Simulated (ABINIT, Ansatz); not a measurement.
# Sr3SbN (Pm-3m): changed settings of a GW run in ABINIT, part 2 of 2

A base run on Sr3SbN (Pm-3m), then changed inputs.

ABINIT 10.8.3; LDA and many-body steps on it, plane waves. Known limits of the many-body steps: not at the basis limit; model gap, bands may invert with spin-orbit coupling; screening runs away on this mesh; no spin-orbit coupling; coarse k mesh.

So far. Step 3 (Base): The gap on the mesh goes from 0.25 eV to 0.45 eV, a correction of +0.20 eV. Step 4 (No symmetry in the self-energy): Against G0W0 in ABINIT (2×2×2 mesh, 199 bands, screening to 141.5 eV, Godby-Needs plasmon pole), the gap moves by −0.001 eV.

## (5) Contour deformation on a plasmon-pole file

Level of this step: G0W0 on LDA, plane waves, norm-conserving pseudopotentials (ABINIT).

The input, run.abi:

```
acell 3*1.0 Angstrom
rprim 
  5.194965140000 0.000000000000 0.000000000000
  0.000000000000 5.194965140000 0.000000000000
  0.000000000000 0.000000000000 5.194965140000
ntypat 3
znucl 38 51 7
natom 5
typat 1 1 1 2 3
xred 
  0.000000000000 0.500000000000 0.500000000000
  0.500000000000 0.500000000000 0.000000000000
  0.500000000000 0.000000000000 0.500000000000
  0.000000000000 0.000000000000 0.000000000000
  0.500000000000 0.500000000000 0.500000000000
pp_dirpath "pseudos"
pseudos "Sr.upf, Sb.upf, N.upf"
ecut 40
ngkpt 2 2 2
nshiftk 1
shiftk 0 0 0
kptopt 1
chksymbreak 0
istwfk *1
occopt 1
irdwfk 1
optdriver 4
nband 199
gwcalctyp 2
ecutsigx 40
symsigma 1
nkptgw 1
kptgw 
  0.0000000000 0.0000000000 0.0000000000
bdgw 
  27 31
ecuteps 5.2
irdscr 1
indata_prefix "in"
outdata_prefix "out"
tmpdata_prefix "tmp"
```

Launch:

```
> OMP_NUM_THREADS=1 mpirun -n 4 abinit run.abi > log
```

What it wrote:

```text
.Version 10.8.3 of ABINIT. v10.8.2 released Aug 2026.

 Symmetries : space group Pm -3 m (#221); Bravais cP (primitive cubic)
================================================================================
 Values of the parameters that define the memory need of the present run
     intxc =       0    ionmov =       0      iscf =       7    lmnmax =       6
     lnmax =       6     mgfft =      60  mpssoang =       3    mqgrid =    3001
     natom =       5  nloc_mem =       1    nspden =       1   nspinor =       1
    nsppol =       1      nsym =      48    n1xccc =    2501    ntypat =       3
    occopt =       1   xclevel =       1
-    mband =         199        mffmem =           1         mkmem =           1
       mpw =       11536          nfft =      216000          nkpt =           4
================================================================================
  Rough estimation (10% accuracy) of disk space for files :
================================================================================

--------------------------------------------------------------------------------
------------- Echo of variables that govern the present computation ------------
--------------------------------------------------------------------------------
 -outvars: echo values of preprocessed input variables --------
            acell      1.8897261259E+00  1.8897261259E+00  1.8897261259E+00 Bohr

             bdgw          27      31
      chksymbreak           0
             ecut      4.00000000E+01 Hartree
          ecuteps      5.20000000E+00 Hartree
         ecutsigx      4.00000000E+01 Hartree
          ecutwfn      4.00000000E+01 Hartree
-          fftalg         312
        gwcalctyp           2
           irdscr           1
           irdwfk           1

[...]
setmesh: FFT mesh size selected  =    60x   60x   60
          total number of points  =       216000

 Number of electrons calculated from density =   58.0000; Expected =   58.0000
 average of density, n =  0.061303
 r_s =    1.5733
 omega_plasma =   23.8835 [eV]

 === KS Band Gaps ===
  >>>> For spin  1
   Minimum direct gap =   0.2503 [eV], located at k-point      :   0.0000  0.0000  0.0000
   Fundamental gap    =   0.2503 [eV], Top of valence bands at :   0.0000  0.0000  0.0000
                                       Bottom of conduction at :   0.0000  0.0000  0.0000
 SIGMA fundamental parameters:
 CONTOUR DEFORMATION
 number of plane-waves for SigmaX                11459
 number of plane-waves for SigmaC and W            515
 number of plane-waves for wavefunctions         11459
 number of bands                                   199
 number of independent spin polarizations            1
 number of spinorial components                      1
 number of k-points in IBZ                           4
 number of q-points in IBZ                           4
 number of symmetry operations                      48
 number of k-points in BZ                            8
 number of q-points in BZ                            8
 number of frequencies for dSigma/dE                 9
 frequency step for dSigma/dE [eV]                0.25
 number of omega for Sigma on real axis              0
 max omega for Sigma on real axis  [eV]           0.00
 zcut for avoiding poles [eV]                     0.10

 EPSILON^-1 parameters (SCR file):
 dimension of the eps^-1 matrix on file            515
 dimension of the eps^-1 matrix used               515
 number of plane-waves for wavefunctions         11459
 number of bands                                   199
 number of q-points in IBZ                           4
 number of frequencies                               2
 number of real frequencies                          1
 number of imag frequencies                          1

 matrix elements of self-energy operator (all in [eV])

 Perturbative Calculation

--- !ERROR
message: |
    Fatal error

--- !ERROR
message: |
    Fatal error

--- from the log ---
Fatal error
```

It took 5 s on 4 MPI ranks of Arm Neoverse V1, shared host; peak memory 0.39 GiB.

The run stopped with an error after 5 s.

The fault put into this input: contour deformation on a plasmon-pole file.

## (6) The runs together

Times are wall times on 4 MPI ranks of Arm Neoverse V1, shared host, good to a factor of about two. A run's time includes the screening step that it read.

| run | mesh | bands | screening cutoff (eV) | DFT gap (eV) | gap on the mesh (eV) | direct (eV) | ε∞ used | time |
| --- | --- | --- | --- | --- | --- | --- | --- | --- |
| base | 2×2×2 | 199 | 141.5 | 0.250 | 0.454 | 0.454 | 186.73 | 97 s |
| no symmetry in the self-energy | 2×2×2 | 199 | 141.5 | 0.250 | 0.453 | 0.453 | 186.73 | 1.8 min |

## (7) Summary of results

```yaml
base: 0.454 eV
no_symmetry_in_the_self_energy: 0.453 eV
known_limits: not at the basis limit; model gap, bands may invert with spin-orbit coupling; screening runs away on this mesh; no spin-orbit coupling; coarse k mesh
```

No symmetry in the self-energy: −0.001 eV against base (keys changed: symsigma). Bands and cutoff are finite, so the gap is not at the basis limit. The miss can reach some tenths of an eV and take either sign; the mesh is an error of its own. In the first G0W0 run levels were corrected at 1 k point alone, so a gap called «on the mesh» is the least over those, and an edge elsewhere would be missed. The 2×2×2 mesh is coarse for this cell, which bears on the long-range parts of exchange and screening. With atoms this heavy and so narrow a gap, spin-orbit coupling can invert the bands. These scalar-relativistic gaps are then model values, not to be set against experiment, and a spin-orbit change taken from DFT can't simply be added. On this mesh the RPA ε∞ passes 90, more than nearly any semiconductor shows; a coarse mesh does this where one point with a narrow direct gap carries much weight. The screening is then too strong, and the G0W0 gap should not be taken as the material's.

[Paths, hosts, dates, memory and timing lines, banners, echoed tables and standing remarks are left out of the program output.]

[Logs are printed without paths, hosts, clocks, repeated set-up lines and the standing remarks that a program may print on its own settings, such as how far it seeks lower states.]

[Runs of the session that timed out or met a known fault of the program may be left out.]

[No measured gap is set beside runs whose start may be inverted or whose files or cutoffs have a known fault.]

[Hosts, paths, dates, database ids (printed as entryN), source tags and the programs' standing remarks are cut or masked in the printed files.]

[G0W0 gaps are taken among the corrected bands and points alone; a level outside them can change the order at an edge.]

[Where Ansatz stands beside ABINIT at settings called matched, ABINIT's density can come from a denser mesh and the files from another edition; pairs whose starting gaps differed by over 0.03 eV were left out, so agreement reads better than it is.]
